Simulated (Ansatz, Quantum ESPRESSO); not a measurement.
## Li3OF (Pm-3m): phonons by linear response

Aim: the phonon dispersion of Li3OF (Pm-3m), checked by a second program.

Method: DFT PBE, scalar-relativistic, plane waves, GBRV ultrasoft pseudopotentials, in Quantum ESPRESSO 7.5.

Most raw output is cut from this account.

The structure was built from a prototype and need not be the compound's stable phase.

## (1) Starting point

It takes space group Pm-3m (No. 221, cubic). The conventional cell has a = 4.104 Å, b = 4.104 Å, c = 4.104 Å, α = 90.00°, β = 90.00°, γ = 90.00°. Nearest to F lie 12 Li at 2.90 Å. Nearest to O lie 6 Li at 2.05 Å. Li has 2 O at 2.05 Å nearest. Farther neighbours and most contacts between anions are not listed.

## (2) A probe with smearing

A cheap run with smearing and empty bands tells whether the crystal has a gap, which decides between fixed occupations and smearing later on.

probe.in

```
&control
   calculation = 'scf'
   prefix = 'x'
   outdir = './tmp'
   pseudo_dir = './pseudo'
   tprnfor = .true.
   tstress = .true.
   verbosity = 'high'
/
&system
   ibrav = 0
   nat = 5
   ntyp = 3
   ecutwfc = 45.0
   ecutrho = 270.0
   occupations = 'smearing'
   smearing = 'gaussian'
   degauss = 0.01
/
&electrons
   conv_thr = 1.0d-07
   mixing_beta = 0.7
   electron_maxstep = 100
/
ATOMIC_SPECIES
 F      18.9984  F.upf
 O      15.9990  O.upf
 Li      6.9400  Li.upf
CELL_PARAMETERS angstrom
     4.104000000    0.000000000    0.000000000
     0.000000000    4.104000000    0.000000000
     0.000000000    0.000000000    4.104000000
ATOMIC_POSITIONS crystal
 F      0.000000000   0.000000000   0.000000000
 O      0.500000000   0.500000000   0.500000000
 Li     0.500000000   0.500000000   0.000000000
 Li     0.500000000   0.000000000   0.500000000
 Li     0.000000000   0.500000000   0.500000000
K_POINTS automatic
 4 4 4 0 0 0
```

Started as:

```bash
OMP_NUM_THREADS=1 mpirun -n 4 pw.x -nk 4 -in probe.in > probe.out
```

The job ended after 3.6 s (4 MPI ranks of Arm Neoverse V2, shared host; 14 s of CPU time).

Read from the output:

- volume per atom: 13.82 Å³
- pressure: -10.19 GPa
- gap on the k-mesh: 3.526 eV

A gap of 3.5 eV opens on this mesh, so the crystal is taken as an insulator; the start stands at -10 GPa.

## (3) Relaxation

The harmonic expansion starts where the forces on the atoms vanish, and stress shifts the frequencies, so cell and atoms are relaxed with tight thresholds.

relax.in

```
&control
   calculation = 'vc-relax'
   prefix = 'x'
   outdir = './tmp'
   pseudo_dir = './pseudo'
   tprnfor = .true.
   tstress = .true.
   forc_conv_thr = 2.0d-05
   etot_conv_thr = 1.0d-07
   nstep = 40
/
&system
   ibrav = 0
   nat = 5
   ntyp = 3
   ecutwfc = 45.0
   ecutrho = 270.0
   occupations = 'fixed'
   nbnd = 13
/
&electrons
   conv_thr = 1.0d-11
   mixing_beta = 0.7
   electron_maxstep = 100
/
&ions
/
&cell
   press_conv_thr = 0.2
/
ATOMIC_SPECIES
 F      18.9984  F.upf
 O      15.9990  O.upf
 Li      6.9400  Li.upf
CELL_PARAMETERS angstrom
     4.104000000    0.000000000    0.000000000
     0.000000000    4.104000000    0.000000000
     0.000000000    0.000000000    4.104000000
ATOMIC_POSITIONS crystal
 F      0.000000000   0.000000000   0.000000000
 O      0.500000000   0.500000000   0.500000000
 Li     0.500000000   0.500000000   0.000000000
 Li     0.500000000   0.000000000   0.500000000
 Li     0.000000000   0.500000000   0.500000000
K_POINTS automatic
 6 6 6 0 0 0
```

Started as:

```bash
OMP_NUM_THREADS=1 mpirun -n 4 pw.x -nk 4 -in relax.in > relax.out
```

Run time: 40 s. Hardware: 4 MPI ranks.

Relaxation path:

```
step  energy less that of the first step (eV)  largest force (eV/Å)  pressure (GPa)  volume (Å³)
   1                                   0.0000                0.0000          -10.20        69.12
   2                                  -0.2174                0.0000           -9.49        65.59
   3                                  -0.4940                0.0000           -7.86        60.52
   4                                  -0.7582                0.0000           -3.55        53.42
   5                                  -0.7937                0.0000            1.53        48.72
   6                                  -0.7992                0.0000           -0.15        50.04
   7                                  -0.7993                0.0000           -0.01        49.92
   8                                  -0.7993                0.0000            0.00        49.92
   9                                  -0.7914                0.0000            0.02        49.92
```

```
conventional cell, symmetrised  before  after   change
                         a (Å)   4.104  3.682  -10.3 %
                         b (Å)   4.104  3.682  -10.3 %
                         c (Å)   4.104  3.682  -10.3 %
              volume (Å³/atom)   13.82   9.98  -27.8 %
```

Final coordinates:

```cif
data_structure
_symmetry_space_group_name_H-M 'P 1'
_symmetry_Int_Tables_number 1
_cell_length_a 3.6820
_cell_length_b 3.6820
_cell_length_c 3.6820
_cell_angle_alpha 90.000
_cell_angle_beta 90.000
_cell_angle_gamma 90.000
_cell_volume 49.92
loop_
_atom_site_label
_atom_site_type_symbol
_atom_site_fract_x
_atom_site_fract_y
_atom_site_fract_z
_atom_site_occupancy
F1 F 0.00000 0.00000 0.00000 1
O2 O 0.50000 0.50000 0.50000 1
Li3 Li 0.50000 0.50000 0.00000 1
Li4 Li 0.50000 0.00000 0.50000 1
Li5 Li 0.00000 0.50000 0.50000 1
```

The last row of the table of steps is pw.x's closing run on a basis chosen anew for the final cell, so its energy can jump.

Read from the output:

```yaml
volume_per_atom: 9.984 Å³
pressure: 0.02400 GPa
gap_on_the_k_mesh: 4.802 eV
```

The volume changes by -27.8 % from the cell with which this run began.

## (4) Self-consistent run for the response

Perturbation theory inherits every error of the wavefunctions, so the threshold is set near the limit of the arithmetic. With a gap, occupations are fixed, which also allows the response to an electric field.

scf.in

```
&control
   calculation = 'scf'
   prefix = 'x'
   outdir = './tmp'
   pseudo_dir = './pseudo'
   tprnfor = .true.
   tstress = .true.
/
&system
   ibrav = 0
   nat = 5
   ntyp = 3
   ecutwfc = 45.0
   ecutrho = 270.0
   occupations = 'fixed'
   nbnd = 13
/
&electrons
   conv_thr = 1.0d-12
   mixing_beta = 0.7
   electron_maxstep = 100
/
ATOMIC_SPECIES
 F      18.9984  F.upf
 O      15.9990  O.upf
 Li      6.9400  Li.upf
CELL_PARAMETERS angstrom
     3.682023786    0.000000000    0.000000000
     0.000000000    3.682023786    0.000000000
     0.000000000    0.000000000    3.682023786
ATOMIC_POSITIONS crystal
 F      0.000000000   0.000000000   0.000000000
 O      0.500000000   0.500000000   0.500000000
 Li     0.500000000   0.500000000   0.000000000
 Li     0.500000000   0.000000000   0.500000000
 Li     0.000000000   0.500000000   0.500000000
K_POINTS automatic
 6 6 6 0 0 0
```

Started as:

```bash
OMP_NUM_THREADS=1 mpirun -n 4 pw.x -nk 4 -in scf.in > scf.out
```

Run time: 4.4 s. Hardware: 4 MPI ranks; 17 s of CPU time.

The cell stands at 0.024 GPa, close enough for phonons.

## (5) Phonons on a q mesh

Linear response treats each wavevector in the unit cell, with no supercell; the 2×2×2 mesh fixes the range of the force constants to be had.

ph.in

```
phonons
&inputph
   prefix = 'x'
   outdir = './tmp'
   fildyn = 'x.dyn'
   tr2_ph = 1.0d-18
   epsil = .true.
   ldisp = .true.
   nq1 = 2
   nq2 = 2
   nq3 = 2
/
```

Started as:

```bash
OMP_NUM_THREADS=1 mpirun -n 4 ph.x -nk 4 -in ph.in > ph.out
```

Elapsed: 8.2 min, on 4 MPI ranks.

Read from the output:

```
miss of the charge sum rule                                        : 0.01416 e
largest acoustic frequency at the zone centre before the sum rule  : 19.2 cm⁻¹
highest optical zone-centre mode (no LO-TO term)                   : 729.8 cm⁻¹
lowest optical zone-centre mode                                    : -178.1 cm⁻¹
mean high-frequency dielectric constant                            : 2.440
largest Born charge in size (third of the trace)                   : 1.715 e
lowest mode on the q mesh (acoustic ones at the zone centre apart) : -249 cm⁻¹
```

Frequencies (cm⁻¹) at each irreducible wavevector; negative means imaginary. Frequencies by wavevector:

```
 q (fractions)  star  mode 1  mode 2  mode 3  mode 4  mode 13  mode 14  mode 15
         0 0 0     1  -178.1  -178.1  -178.1    19.2    729.8    729.8    729.8
      0 0 -0.5     3  -151.4  -151.4  -84.19  -84.19    714.3    726.9    726.9
   0 -0.5 -0.5     3  -247.1  -178.6  -178.6  -10.44      606    724.3      769
-0.5 -0.5 -0.5     1    -249    -249    -249  -156.2    605.5    605.5      807
```

Born charge (rows field, columns displacement), before the sum rule (e), principal values of the symmetric part by kind of site:

```
atom  atoms with these values    low  middle   high   mean
  F1                        1  -1.29   -1.29  -1.29  -1.29
  O2                        1  -1.72   -1.72  -1.72  -1.72
 Li3                        3   0.97    0.97   1.05   1.00
```

In full for F1:

```
-1.29  0.00  0.00
 0.00 -1.29  0.00
 0.00  0.00 -1.29
```

High-frequency dielectric tensor:

```
2.44 0.00 0.00
0.00 2.44 0.00
0.00 0.00 2.44
```

The acoustic modes at Γ come out as far as 19.2 cm⁻¹ from zero, where they should vanish, a sizeable error of basis and grid; the Born charges miss their sum rule by 0.014 e, which is good. The lowest optical mode is imaginary, 178i cm⁻¹, an instability at this level and on this k mesh.

## (6) Force constants in real space

The dynamical matrices of the mesh are Fourier-transformed to force constants in real space, after the long-range dipole part is taken out.

q2r.in

```
&input
   fildyn = 'x.dyn'
   zasr = 'crystal'
   flfrc = 'x.fc'
/
```

Started as:

```bash
q2r.x < q2r.in > q2r.out
```

The job ended after 0.49 s (1 thread).

## (7) Interpolated phonon bands

From the force constants any wavevector is cheap; points of the mesh come back as solved, but for the sum rule and, in polar crystals, the LO-TO term at Γ; the rest is interpolation.

matdyn.in

```
&input
   asr = 'crystal'
   flfrc = 'x.fc'
   flfrq = 'x.freq'
   flvec = 'x.modes'
   q_in_band_form = .true.
   q_in_cryst_coord = .true.
/
8
  0.0000000   0.0000000   0.0000000  12  ! GAMMA
  0.0000000   0.5000000   0.0000000  12  ! X
  0.5000000   0.5000000   0.0000000  12  ! M
  0.0000000   0.0000000   0.0000000  12  ! GAMMA
  0.5000000   0.5000000   0.5000000  12  ! R
  0.0000000   0.5000000   0.0000000   1  ! X
  0.5000000   0.5000000   0.5000000  12  ! R
  0.5000000   0.5000000   0.0000000   1  ! M
```

Started as:

```bash
matdyn.x -in matdyn.in > matdyn.out
```

Run time: 0.6 s. Hardware: 1 thread.

Numbers from this step:

```
lowest frequency on the path : -249.0 cm⁻¹
```

Matdyn.x, sum rule crystal. The phonon branches at the labelled points (cm⁻¹):

```
    point  branch 1  branch 2  branch 3  branch 4  branch 12  branch 13  branch 14  branch 15
        Γ      -178      -178         0         0        487        730        730        816
  halfway      -167      -167       -50       -50        524        728        728        779
        X      -151      -151       -84       -84        595        714        727        727
  halfway      -218      -126      -126      -119        561        647        726        769
        M      -247      -179      -179       -10        506        606        724        769
  halfway      -203      -149      -132       -25        514        677        727        791
        Γ      -178      -178         0         0        487        730        730        816
  halfway      -189      -189      -183       -96        502        678        678        805
        R      -249      -249      -249      -156        476        606        606        807
  halfway      -215      -201      -161      -132        536        637        679        796
        X      -151      -151       -84       -84        595        714        727        727
jump to R      -249      -249      -249      -156        476        606        606        807
  halfway      -248      -201      -201      -147        497        606        662        800
        M      -247      -179      -179       -10        506        606        724        769
```

The path dips to 249i cm⁻¹.

## (8) Sums over the zone

Sums over the zone need many more wavevectors than were solved, so the interpolation is sampled on a dense mesh.

matdyn.in

```
&input
   asr = 'crystal'
   flfrc = 'x.fc'
   dos = .true.
   fldos = 'x.dos'
   nk1 = 12
   nk2 = 12
   nk3 = 12
   deltaE = 1.0
/
```

Started as:

```bash
matdyn.x -in matdyn.in > matdyn.out
```

It took 22 s on 1 thread.

This step gave:

- share of modes beyond 3i cm⁻¹ on the dense interpolated mesh: 0.3031

The phonon density of states has structure finer than the step of the table below, so its rows give means over 25 cm⁻¹, whole bins alone (the curve runs from -249 to 815 cm⁻¹). Peaks (cm⁻¹: height): total -172.0: 0.0412, 395.0: 0.0237, 724.0: 0.0438, 801.0: 0.0311; F -151.0: 0.022, 129.0: 0.00732; Li -172.0: 0.0220, 395.0: 0.0115, 724.0: 0.0345, 801.0: 0.0270; O 395.0: 0.0104, 521.0: 0.0105, 724.0: 0.00931, 801.0: 0.00387.

Tetrahedra. Table of phonon density of states by wavenumber; means over each step; values in 1/cm⁻¹/cell:

```
wavenumber (cm⁻¹)    total        F       Li        O
             -225   0.0167   9.9e-4   0.0157   7.9e-6
             -200   0.0192  0.00371   0.0155   3.2e-5
             -175   0.0347   0.0148   0.0197   1.9e-4
             -150   0.0326   0.0182   0.0142   1.9e-4
             -125   0.0221   0.0126  0.00929   2.0e-4
             -100   0.0192  0.00971  0.00918   3.4e-4
              -75   0.0137  0.00546  0.00764   5.6e-4
              -50  0.00860  0.00335  0.00483   4.2e-4
              -25  0.00642  0.00246  0.00357   3.9e-4
                0  0.00618  0.00223  0.00353   4.2e-4
               25  0.00603  0.00207  0.00354   4.2e-4
               50  0.00913  0.00267  0.00587   5.9e-4
               75  0.00733  0.00224  0.00468   4.1e-4
              100  0.00824  0.00313  0.00452   6.0e-4
              125   0.0123  0.00559  0.00559  0.00108
              150   0.0113  0.00457  0.00569  0.00107
              175   0.0105  0.00456  0.00491   9.8e-4
              200   0.0108  0.00355  0.00590  0.00138
              225   0.0117  0.00296  0.00647  0.00222
              250   0.0150  0.00262  0.00927  0.00309
              275   0.0130  0.00154  0.00838  0.00305
              300   0.0126   9.2e-4  0.00782  0.00391
              325   0.0165   8.0e-4  0.00903  0.00662
              350   0.0199   8.7e-4  0.00996  0.00909
              375   0.0218  0.00139   0.0107  0.00973
              400   0.0222  0.00179   0.0108  0.00960
              425   0.0190  0.00160  0.00907  0.00829
              450   0.0145  0.00112  0.00606  0.00729
              475   0.0106   7.1e-4  0.00290  0.00699
              500   0.0135   5.5e-4  0.00570  0.00727
              525   0.0173   5.5e-4  0.00779  0.00893
              550  0.00796   1.8e-4  0.00319  0.00460
              575  0.00325   3.8e-5  0.00115  0.00207
              600  0.00213   7.0e-7  0.00192   2.2e-4
              625   0.0114        0   0.0105   8.8e-4
              650   0.0128   7.6e-6   0.0112  0.00163
              675   0.0139   1.4e-5   0.0116  0.00224
              700   0.0178   1.5e-5   0.0144  0.00339
              725   0.0224   3.2e-6   0.0177  0.00469
              750  0.00209   1.8e-5  0.00177   3.0e-4
              775   0.0156   1.0e-4   0.0137  0.00180
              800   0.0214   1.2e-4   0.0184  0.00284
```

## (9) Modes with the sum rule

A rigid shift of the crystal must cost nothing, but grids and finite bases break this; the acoustic sum rule is imposed before the matrix is diagonalised again. With Born charges the intensities follow; a static dielectric tensor has no meaning with imaginary modes.

dynmat.in

```
&input
   fildyn = 'x.dyn1'
   asr = 'simple'
   fileig = 'dynmat.eig'
   lperm = .true.
/
```

Started as:

```bash
dynmat.x -in dynmat.in > dynmat.out
```

The job ended after 0.47 s (1 thread).

This step gave:

```yaml
highest_optical_zone_centre_mode_no_lo_to_term: 729.0 cm⁻¹
lowest_optical_zone_centre_mode: -178.2 cm⁻¹
```

Unit eigenvectors of the mass-weighted matrix after the sum rule; no LO-TO term. The modes at Γ (shares of kinetic energy by element, %) (negative means imaginary):

```
mode  frequency (cm⁻¹)  F %  O %  Li %
   1            -178.2   55    1    44
   2            -178.2   55    1    44
   3            -178.2   55    1    44
   4               0.0   34   29    37
   5               0.0   34   29    37
   6               0.0   34   29    37
   7              33.8    0    0   100
   8              33.8    0    0   100
   9              33.8    0    0   100
  10             404.1   11   50    39
  11             404.1   11   50    39
  12             404.1   11   50    39
  13             729.0    0   20    80
  14             729.0    0   20    80
  15             729.0    0   20    80
```

Displacements in mode 1 (-178.2 cm⁻¹), the largest set to 1:
```
F1   0.98 -0.31  0.00
O2  -0.15  0.05  0.00
Li3 -1.00  0.32  0.00
Li4 -1.00  0.10  0.00
Li5 -0.32  0.32  0.00
```

Displacements in mode 12 (404.1 cm⁻¹), the largest set to 1:
```
F1  -0.44  0.24 -0.33
O2   1.00 -0.55  0.76
Li3 -0.85  0.47  0.45
Li4 -0.85 -0.32 -0.65
Li5  0.59  0.47 -0.65
```

Degenerate modes summed, no LO-TO term; imaginary modes left out. Infrared lines, with heights relative to the strongest:

```
position (cm⁻¹)  lines merged  IR intensity, relative
             34             3                     0.0
            404             3                      66
            729             3                     100
```

The rule also moves an optical mode by 0.9 cm⁻¹.

## (10) Sum rules set otherwise: a sum rule for molecules or wires on a crystal

This rule also removes rotations, which suits wires and not a crystal; it is tried to see the harm.

dynmat.in

```
&input
   fildyn = 'x.dyn1'
   asr = 'one-dim'
   fileig = 'dynmat.eig'
   lperm = .true.
/
```

Started as:

```bash
dynmat.x -in dynmat.in > dynmat.out
```

Run time: 0.47 s. Hardware: 1 thread.

The program raised no error, yet the settings are not those of a careful run.

The fault: a sum rule for molecules or wires on a crystal; 1 optical mode is projected out to zero frequency, as if it were a rotation.

For a crystal the rule has to be 'simple' or 'crystal'.

Zone-centre frequencies as printed; negative means imaginary. Modes:

```
mode  frequency (cm⁻¹)
   1            -178.2
   2            -178.2
   3            -177.1
   4                 0
   5                 0
   6                 0
   7                 0
   8             34.71
   9             34.71
  10             343.5
  11             404.8
  12             404.8
  13             720.5
  14             729.8
  15             729.8
```

## (11) Sum rules set otherwise (asr crystal)

The rule can be imposed in more than one way; the choices should agree where the raw error is small.

dynmat.in

```
&input
   fildyn = 'x.dyn1'
   asr = 'crystal'
   fileig = 'dynmat.eig'
   lperm = .true.
/
```

Started as:

```bash
dynmat.x -in dynmat.in > dynmat.out
```

Run time: 0.47 s. Hardware: 1 thread.

Read from the output:

| Property | Result |
| --- | --- |
| highest optical zone-centre mode (no LO-TO term) | 729.8 cm⁻¹ |

Zone-centre frequencies as printed; negative means imaginary. Modes:

```
mode  frequency (cm⁻¹)
   1            -178.2
   2            -178.2
   3            -178.2
   4                 0
   5                 0
   6                 0
   7             34.71
   8             34.71
   9             34.71
  10             404.8
  11             404.8
  12             404.8
  13             729.8
  14             729.8
  15             729.8
```

Against the first rule no mode moves by more than 0.9 cm⁻¹.

## (12) The LO-TO splitting (1 0 0)

A longitudinal polar mode sets up a macroscopic field that stiffens it; the term hangs on the direction from which q goes to zero.

dynmat.in

```
&input
   fildyn = 'x.dyn1'
   asr = 'simple'
   fileig = 'dynmat.eig'
   q(1) = 1.0
   q(2) = 0.0
   q(3) = 0.0
/
```

Started as:

```bash
dynmat.x -in dynmat.in > dynmat.out
```

It took 0.47 s on 1 thread.

Read from the output:

| Property | Result |
| --- | --- |
| highest mode moved by the LO-TO term | 815.4 cm⁻¹ |

Zone-centre frequencies as printed; negative means imaginary. Modes:

```
mode  frequency (cm⁻¹)
   1            -178.2
   2            -178.2
   3                 0
   4                 0
   5                 0
   6             33.82
   7             33.82
   8             33.82
   9             212.5
  10             404.1
  11             404.1
  12             486.6
  13               729
  14               729
  15             815.4
```

The field moves 3 modes; the highest of them now lies at 815 cm⁻¹, where the highest that moved away lay at 729.

## (13) The dispersion under another sum rule (asr no)

The sum rule corrects the force constants themselves, so it can shift branches at any wavevector, low ones most.

matdyn.in

```
&input
   asr = 'no'
   flfrc = 'x.fc'
   flfrq = 'x.freq'
   flvec = 'x.modes'
   q_in_band_form = .true.
   q_in_cryst_coord = .true.
/
8
  0.0000000   0.0000000   0.0000000   8  ! GAMMA
  0.0000000   0.5000000   0.0000000   8  ! X
  0.5000000   0.5000000   0.0000000   8  ! M
  0.0000000   0.0000000   0.0000000   8  ! GAMMA
  0.5000000   0.5000000   0.5000000   8  ! R
  0.0000000   0.5000000   0.0000000   1  ! X
  0.5000000   0.5000000   0.5000000   8  ! R
  0.5000000   0.5000000   0.0000000   1  ! M
```

Started as:

```bash
matdyn.x -in matdyn.in > matdyn.out
```

Run time: 0.56 s. Hardware: 1 thread.

At the labelled points the branches move by no more than 19.3 cm⁻¹.

(Continued in part 2 of 2.)

[Host names and launcher messages were left out of these logs when they were recorded.]

[Logs are printed without paths, hosts, clocks, repeated set-up lines and the standing remarks that a program may print on its own settings, such as how far it seeks lower states.]

[Hosts, paths, dates, database ids (printed as entryN), source tags and the programs' standing remarks are cut or masked in the printed files.]
